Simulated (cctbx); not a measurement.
## A crystallographic session in cctbx: Pt3Br8

Library: cctbx 2025.11. The data are simulated by the first script.

## 1. Simulate the data

run.py:

```python
from cctbx import adptbx, crystal, miller, sgtbx, xray
from cctbx.array_family import flex
from iotbx.shelx import hklf
from scitbx import matrix
import scitbx.random

cs = crystal.symmetry(unit_cell=(10.938, 10.938, 10.34, 90, 90, 90), space_group_symbol='Hall: P 4nw 2abw')  # P4_32_12
atoms = [  # label, site, U (iso, or U11 U22 U33 U12 U13 U23 in A^2), occupancy
    ("Pt1", (0.8807, 0.8807, 0), (0.0066, 0.0066, 0.0056, -0.0023, 0.0015, -0.0015), 1),
    ("Pt2", (0.874, 0.3786, 0.9916), (0.0059, 0.0056, 0.0032, 0.0005, -0.0010, 0.0009), 1),
    ("Br1", (0.1222, 0.8989, 0.5223), (0.0055, 0.0050, 0.0050, -0.0004, 0.0001, -0.0003), 1),
    ("Br2", (0.6129, 0.3489, 0.5123), (0.0058, 0.0055, 0.0068, -0.0003, 0.0004, -0.0002), 1),
    ("Br3", (0.6243, 0.9059, 0.5308), (0.0060, 0.0044, 0.0037, -0.0001, 0.0002, -0.0015), 1),
    ("Br4", (0.8688, 0.6482, 0.0103), (0.0069, 0.0075, 0.0045, -0.0012, -0.0001, -0.0011), 1),
]
xs = xray.structure(crystal_symmetry=cs)
for label, site, u, occ in atoms:
    u = adptbx.u_cif_as_u_star(cs.unit_cell(), u) if isinstance(u, tuple) else u
    xs.add_scatterer(xray.scatterer(label, site=site, u=u, occupancy=occ))
xs.set_inelastic_form_factors(0.71073, "sasaki")
xs.show_summary()
p1 = xs.expand_to_p1()
ms = miller.build_set(p1, anomalous_flag=True, d_min=0.84)
flex.set_random_seed(295093)
scitbx.random.set_random_seed(295093)
ms = ms.select(flex.random_double(ms.size()) < 0.7)
i = ms.structure_factors_from_scatterers(p1, algorithm="direct").f_calc().as_intensity_array().data()
i = i / flex.sqrt(1 + 0.3 * i / flex.max(i))  # extinction
i = i * 20000 / flex.max(i)
sig = flex.sqrt(i + flex.pow2(0.06 * i) + 8 ** 2)
noise = scitbx.random.variate(scitbx.random.normal_distribution())(i.size())
data = ms.array(data=i + sig * noise, sigmas=sig).set_observation_type_xray_intensity()
with open("data.hkl", "w") as f:
    data.export_as_shelx_hklf(f)
print("reflections written:", data.size(), " <I/sigma> = %.1f" % flex.mean(data.data() / data.sigmas()))
for h, a, b in list(data.sort("data"))[:12]:
    print("%4d%4d%4d %9.1f %7.1f" % (h + (a, b)))
```

```console
$ python run.py
```

```text
Number of scatterers: 6
At special positions: 1
Unit cell: (10.938, 10.938, 10.34, 90, 90, 90)
Space group: P 43 21 2 (No. 96)
reflections written: 6047  <I/sigma> = 6.4
   0   0   4   21005.2  1149.9
   0  -4   0   20043.8  1208.3
  -4   0   0   19925.8  1208.3
   4   0   0   19415.3  1208.3
   0   4   0   19035.8  1208.3
   0  -4   4   15366.5   836.8
   4   0  -4   14915.0   836.8
   4   0   4   14833.3   836.8
  -4  -4   0   14569.5   862.7
   0  -4  -4   14481.3   836.8
   0   4   4   14306.9   836.8
   4  -4   0   14190.0   862.7
```

It took 0.23 s on 1 thread of Arm Neoverse V2, with other jobs on the host, peak memory 0.07 GiB.

## 2. Refinement (right model, isotropic)

run.py:

```python
import math
from cctbx import adptbx, crystal, maptbx, sgtbx, xray
from cctbx.array_family import flex
from cctbx.xray import observations
from iotbx.shelx import hklf
from scitbx.lstbx import normal_eqns_solving
from smtbx import absolute_structure, utils
from smtbx.refinement import constraints, least_squares

cs = crystal.symmetry(unit_cell=(10.938, 10.938, 10.34, 90, 90, 90), space_group_symbol='Hall: P 4nw 2abw')  # P4_32_12
atoms = [  # label, site, U (iso, or U11 U22 U33 U12 U13 U23 in A^2), occupancy
    ("Pt1", (0.8806, 0.8806, 0), 0.0200, 1),
    ("Pt2", (0.8757, 0.3826, 0.996), 0.0200, 1),
    ("Br1", (0.1207, 0.9009, 0.5201), 0.0200, 1),
    ("Br2", (0.6186, 0.3506, 0.513), 0.0200, 1),
    ("Br3", (0.6235, 0.9054, 0.5328), 0.0200, 1),
    ("Br4", (0.8717, 0.652, 0.0117), 0.0200, 1),
]
xs = xray.structure(crystal_symmetry=cs)
for label, site, u, occ in atoms:
    u = adptbx.u_cif_as_u_star(cs.unit_cell(), u) if isinstance(u, tuple) else u
    xs.add_scatterer(xray.scatterer(label, site=site, u=u, occupancy=occ))
xs.set_inelastic_form_factors(0.71073, "sasaki")
raw = hklf.reader(file_name="data.hkl").as_miller_arrays(crystal_symmetry=cs, anomalous=True)[0]
merged = raw.eliminate_sys_absent().merge_equivalents()
fo2 = merged.array().set_observation_type_xray_intensity()
print("Rint %.3f, %d unique reflections to %.2f A" % (merged.r_int(), fo2.size(), fo2.d_min()))
for sc in xs.scatterers():
    sc.flags.set_grad_site(True)
    sc.flags.set_grad_u_aniso(sc.flags.use_u_aniso())
    sc.flags.set_grad_u_iso(sc.flags.use_u_iso())
obs = fo2.as_xray_observations()
extra = {}
rep = constraints.reparametrisation(xs, [], utils.connectivity_table(xs), **extra)
ls = least_squares.crystallographic_ls(obs, rep, weighting_scheme=least_squares.mainstream_shelx_weighting(a=0, b=0))
print("cycle     R1     wR2    GooF  max shift (A)")
for cycle in range(8):
    ls.build_up()
    r1, wr2, goof = ls.r1_factor(cutoff_factor=2)[0], ls.wR2(), ls.goof()
    old = xs.sites_cart()
    normal_eqns_solving.levenberg_marquardt_iterations(ls, n_max_iterations=3, tau=1e-06, step_threshold=1e-7)
    big = flex.max((xs.sites_cart() - old).norms())
    print("%4d %7.4f %7.4f %7.3f %9.5f" % (cycle + 1, r1, wr2, goof, big))
    ls.build_up(objective_only=True)
    if abs(ls.wR2() - wr2) < 5e-5 and big < 5e-4:
        break
ls.build_up()
print("final R1 %.4f wR2 %.4f GooF %.3f  parameters %d  data/parameter %.1f" % (ls.r1_factor(cutoff_factor=2)[0], ls.wR2(), ls.goof(), ls.n_parameters, fo2.size() / ls.n_parameters))
cov = ls.covariance_matrix_and_annotations()
su = dict(zip(cov.annotations, (math.sqrt(max(v, 0)) for v in cov.matrix.matrix_packed_u_diagonal())))
a2 = cs.unit_cell().reciprocal_parameters()[0] ** -2
print("atom        x        y        z      Ueq    occ   su(xyz)  su(Uiso or U11)")
for sc in xs.scatterers():
    s = max(su.get(sc.label + k, 0) for k in (".x", ".y", ".z"))
    npd = "" if sc.is_positive_definite_u(cs.unit_cell()) else "  NPD"
    print("%-5s %8.5f %8.5f %8.5f %8.4f %6.3f %8.5f %7.4f%s" % ((sc.label,) + sc.site + (sc.u_iso_or_equiv(cs.unit_cell()), sc.occupancy, s, su.get(sc.label + ".uiso", su.get(sc.label + ".u11", 0) * a2), npd)))
fo = fo2.f_sq_as_f()
fc = fo.structure_factors_from_scatterers(xs, algorithm="direct").f_calc()
diff = fo.f_obs_minus_f_calc(1 / math.sqrt(ls.scale_factor()), fc).average_bijvoet_mates()
m = diff.fft_map(symmetry_flags=maptbx.use_space_group_symmetry, resolution_factor=0.25).apply_volume_scaling()
print("difference map: max %.2f min %.2f rms %.2f" % (m.statistics().max(), m.statistics().min(), m.statistics().sigma()))
peaks = m.peak_search(parameters=maptbx.peak_search_parameters(min_distance_sym_equiv=0.6, max_clusters=6)).all()
near = xs.closest_distances(peaks.sites(), distance_cutoff=4)
sps = cs.special_position_settings(min_distance_sym_equiv=0.5)
for k, (x, h) in enumerate(zip(peaks.sites(), peaks.heights())):
    ss = sps.site_symmetry(x)
    print("Q%-3d %7.4f %7.4f %7.4f %4d %7.2f  %.2f A from %s" % ((k + 1,) + tuple(t % 1 for t in ss.exact_site()) + (ss.multiplicity(), h, near.smallest_distances[k], xs.scatterers()[near.i_seqs[k]].label)))
```

```console
$ python run.py
```

```text
Rint 0.061, 1084 unique reflections to 0.84 A
cycle     R1     wR2    GooF  max shift (A)
   1  0.1799  0.3928   6.953   0.06573
   2  0.0290  0.0649   1.150   0.00001
final R1 0.0290 wR2 0.0649 GooF 1.150  parameters 22  data/parameter 49.3
atom        x        y        z      Ueq    occ   su(xyz)  su(Uiso or U11)
Pt1    0.88065  0.88065  0.00000   0.0060  1.000  0.00004  0.0002
Pt2    0.87402  0.37864  0.99156   0.0048  1.000  0.00004  0.0001
Br1    0.12223  0.89884  0.52209   0.0049  1.000  0.00011  0.0002
Br2    0.61288  0.34904  0.51201   0.0063  1.000  0.00011  0.0003
Br3    0.62420  0.90587  0.53124   0.0042  1.000  0.00012  0.0003
Br4    0.86875  0.64845  0.01061   0.0061  1.000  0.00012  0.0002
difference map: max 1.62 min -3.24 rms 0.44
Q1    0.1593  0.6617  0.4896    8    1.69  0.57 A from Pt2
Q2    0.0858  0.1533  0.5260    8    1.68  0.59 A from Pt1
Q3    0.1003  0.6760  0.0187    8    1.54  2.25 A from Br1
Q4    0.0353  0.6891  0.6498    8    1.53  1.59 A from Br3
Q5    0.0925  0.2502  0.8103    8    1.42  1.34 A from Br2
Q6    0.0129  0.8331  0.6476    8    1.31  1.91 A from Br1
```

Time: 0.34 s.

## 3. Refinement (right model, anisotropic)

run.py, as its changes from the last script of this kind:

```diff
@@ -12,6 +12,6 @@
-    ("Pt1", (0.8806, 0.8806, 0), 0.0200, 1),
-    ("Pt2", (0.8757, 0.3826, 0.996), 0.0200, 1),
-    ("Br1", (0.1207, 0.9009, 0.5201), 0.0200, 1),
-    ("Br2", (0.6186, 0.3506, 0.513), 0.0200, 1),
-    ("Br3", (0.6235, 0.9054, 0.5328), 0.0200, 1),
-    ("Br4", (0.8717, 0.652, 0.0117), 0.0200, 1),
+    ("Pt1", (0.88065, 0.88065, 0), 0.0060, 1),
+    ("Pt2", (0.87402, 0.37864, 0.99156), 0.0048, 1),
+    ("Br1", (0.12223, 0.89884, 0.52209), 0.0049, 1),
+    ("Br2", (0.61288, 0.34904, 0.51201), 0.0063, 1),
+    ("Br3", (0.6242, 0.90587, 0.53124), 0.0042, 1),
+    ("Br4", (0.86875, 0.64845, 0.01061), 0.0061, 1),
@@ -23,0 +24 @@
+xs.convert_to_anisotropic()
@@ -56,0 +58,4 @@
+fc = fo2.structure_factors_from_scatterers(xs, algorithm="direct").f_calc()
+absolute_structure.flack_analysis(xs, fo2.as_xray_observations()).show()
+h = absolute_structure.hooft_analysis(fo2, fc, scale_factor=ls.scale_factor())
+print("Hooft y: %.3f(%.0f)  Bijvoet pairs: %d" % (h.hooft_y, 1000 * h.sigma_y, h.n_bijvoet_pairs))
```

```console
$ python run.py
```

```text
Rint 0.061, 1084 unique reflections to 0.84 A
cycle     R1     wR2    GooF  max shift (A)
   1  0.0290  0.0650   1.165   0.00522
   2  0.0241  0.0530   0.950   0.00000
final R1 0.0241 wR2 0.0530 GooF 0.950  parameters 50  data/parameter 21.7
atom        x        y        z      Ueq    occ   su(xyz)  su(Uiso or U11)
Pt1    0.88071  0.88071  0.00000   0.0061  1.000  0.00004  0.0002
Pt2    0.87401  0.37864  0.99160   0.0047  1.000  0.00004  0.0002
Br1    0.12214  0.89887  0.52229   0.0049  1.000  0.00010  0.0005
Br2    0.61286  0.34900  0.51232   0.0061  1.000  0.00010  0.0005
Br3    0.62433  0.90602  0.53078   0.0045  1.000  0.00011  0.0005
Br4    0.86874  0.64836  0.01041   0.0061  1.000  0.00012  0.0005
Flack x: 0.05(4)
Hooft y: 0.053(48)  Bijvoet pairs: 411
difference map: max 1.18 min -2.31 rms 0.39
Q1    0.0932  0.2479  0.8095    8    1.24  1.31 A from Br2
Q2    0.9921  0.1643  0.1420    8    1.22  1.89 A from Br1
Q3    0.0813  0.2333  0.9320    8    1.21  1.61 A from Br3
Q4    0.0349  0.6859  0.6469    8    1.19  1.59 A from Br3
Q5    0.0897  0.6876  0.0098    8    1.15  2.11 A from Br1
Q6    0.0897  0.2262  0.7110    8    1.13  0.90 A from Br2
```

Time: 0.36 s.

## 4. Refinement

run.py, as its changes from the last script of this kind:

```diff
@@ -26 +26 @@
-merged = raw.eliminate_sys_absent().merge_equivalents()
+merged = raw.eliminate_sys_absent().resolution_filter(d_min=1.6).merge_equivalents()
@@ -38 +38 @@
-for cycle in range(8):
+for cycle in range(12):
@@ -58,4 +57,0 @@
-fc = fo2.structure_factors_from_scatterers(xs, algorithm="direct").f_calc()
-absolute_structure.flack_analysis(xs, fo2.as_xray_observations()).show()
-h = absolute_structure.hooft_analysis(fo2, fc, scale_factor=ls.scale_factor())
-print("Hooft y: %.3f(%.0f)  Bijvoet pairs: %d" % (h.hooft_y, 1000 * h.sigma_y, h.n_bijvoet_pairs))
```

```console
$ python run.py
```

```text
Rint 0.050, 161 unique reflections to 1.61 A
cycle     R1     wR2    GooF  max shift (A)
   1  0.0290  0.0610   1.416   0.01480
   2  0.0198  0.0425   0.986   0.00032
final R1 0.0198 wR2 0.0425 GooF 0.986  parameters 50  data/parameter 3.2
atom        x        y        z      Ueq    occ   su(xyz)  su(Uiso or U11)
Pt1    0.88080  0.88080  0.00000   0.0086  1.000  0.00020  0.0017
Pt2    0.87364  0.37846  0.99159   0.0064  1.000  0.00023  0.0019  NPD
Br1    0.12249  0.89928  0.52231   0.0094  1.000  0.00046  0.0058
Br2    0.61201  0.34805  0.51238   0.0099  1.000  0.00055  0.0055
Br3    0.62399  0.90661  0.53080   0.0077  1.000  0.00055  0.0057
Br4    0.86966  0.64863  0.00980   0.0103  1.000  0.00055  0.0051
difference map: max 0.44 min -0.86 rms 0.20
Q1    0.0108  0.1187  0.1865    8    0.45  1.73 A from Br2
Q2    0.1043  0.2288  0.8753    8    0.44  1.65 A from Br2
Q3    0.2021  0.7408  0.9942    8    0.42  1.87 A from Br1
Q4    0.0333  0.7433  0.0395    8    0.42  1.76 A from Br1
Q5    0.0123  0.3825  0.0914    8    0.41  1.55 A from Br3
Q6    0.0455  0.7241  0.6764    8    0.34  1.72 A from Br3
```

Time: 0.37 s.

This run holds a fault made on purpose: data cut at low resolution.

## 5. Refinement

run.py, as its changes from the last script of this kind:

```diff
@@ -17 +16,0 @@
-    ("Br4", (0.86875, 0.64845, 0.01061), 0.0061, 1),
@@ -26 +25 @@
-merged = raw.eliminate_sys_absent().resolution_filter(d_min=1.6).merge_equivalents()
+merged = raw.eliminate_sys_absent().merge_equivalents()
```

```console
$ python run.py
```

```text
Rint 0.061, 1084 unique reflections to 0.84 A
cycle     R1     wR2    GooF  max shift (A)
   1  0.3068  0.5860  10.467   0.08907
   2  0.2309  0.4571   8.165   0.05774
   3  0.2083  0.4236   7.566   0.00633
   4  0.2079  0.4235   7.564   0.00043
final R1 0.2079 wR2 0.4235 GooF 7.564  parameters 41  data/parameter 26.4
atom        x        y        z      Ueq    occ   su(xyz)  su(Uiso or U11)
Pt1    0.87429  0.87429  0.00000  -0.0110  1.000  0.00028  0.0014  NPD
Pt2    0.87986  0.38198  0.98958   0.0050  1.000  0.00039  0.0020  NPD
Br1    0.12507  0.89890  0.52137  -0.0127  1.000  0.00070  0.0027  NPD
Br2    0.62150  0.34667  0.51302  -0.0193  1.000  0.00067  0.0027  NPD
Br3    0.62004  0.90780  0.53519   0.0071  1.000  0.00131  0.0062  NPD
difference map: max 65.42 min -17.13 rms 4.41
Q1    0.1288  0.1288  0.5000    4   65.45  0.05 A from Pt1
Q2    0.1259  0.3574  0.5119    8   57.13  2.37 A from Pt2
Q3    0.1207  0.3718  0.7452    8   49.32  0.11 A from Pt2
Q4    0.1280  0.8720  0.7500    4   38.09  2.38 A from Br1
Q5    0.1225  0.1418  0.7390    8   33.72  0.13 A from Br2
Q6    0.1190  0.8739  0.9831    8   31.85  0.20 A from Br1
```

Time: 0.46 s.

This run holds a fault made on purpose: atom left out: Br4.

## 6. Refinement

run.py, as its changes from the last script of this kind:

```diff
@@ -16,0 +17 @@
+    ("Cl1", (0.86875, 0.64845, 0.01061), 0.0061, 1),
```

```console
$ python run.py
```

```text
Rint 0.061, 1084 unique reflections to 0.84 A
cycle     R1     wR2    GooF  max shift (A)
   1  0.1735  0.3829   6.869   0.00000
final R1 0.1735 wR2 0.3829 GooF 6.869  parameters 50  data/parameter 21.7
atom        x        y        z      Ueq    occ   su(xyz)  su(Uiso or U11)
Pt1    0.88065  0.88065  0.00000   0.0060  1.000  0.00038  0.0016
Pt2    0.87402  0.37864  0.99156   0.0048  1.000  0.00036  0.0017
Br1    0.12223  0.89884  0.52209   0.0049  1.000  0.00082  0.0043
Br2    0.61288  0.34904  0.51201   0.0063  1.000  0.00083  0.0044
Br3    0.62420  0.90587  0.53124   0.0042  1.000  0.00086  0.0042
Cl1    0.86875  0.64845  0.01061   0.0061  1.000  0.00212  0.0100
difference map: max 59.54 min -7.12 rms 2.45
Q1    0.1304  0.3547  0.5105    8   60.94  0.04 A from Cl1
Q2    0.1248  0.1248  0.5000    4   25.29  0.08 A from Pt1
Q3    0.1226  0.3666  0.7450    8   19.76  0.09 A from Pt2
Q4    0.1118  0.1571  0.7333    8   13.27  0.08 A from Br2
Q5    0.0896  0.8804  0.9871    8   13.09  0.16 A from Br1
Q6    0.1081  0.3709  0.9640    8   10.25  0.17 A from Br3
```

Run time: 0.33 s on 1 thread of Arm Neoverse V2, on a shared host, peak memory 0.09 GiB.

This run holds a fault made on purpose: wrong element: Cl1 is Br.

[Logs are printed without paths, hosts, clocks, repeated set-up lines and the standing remarks that a program may print on its own settings, such as how far it seeks lower states.]
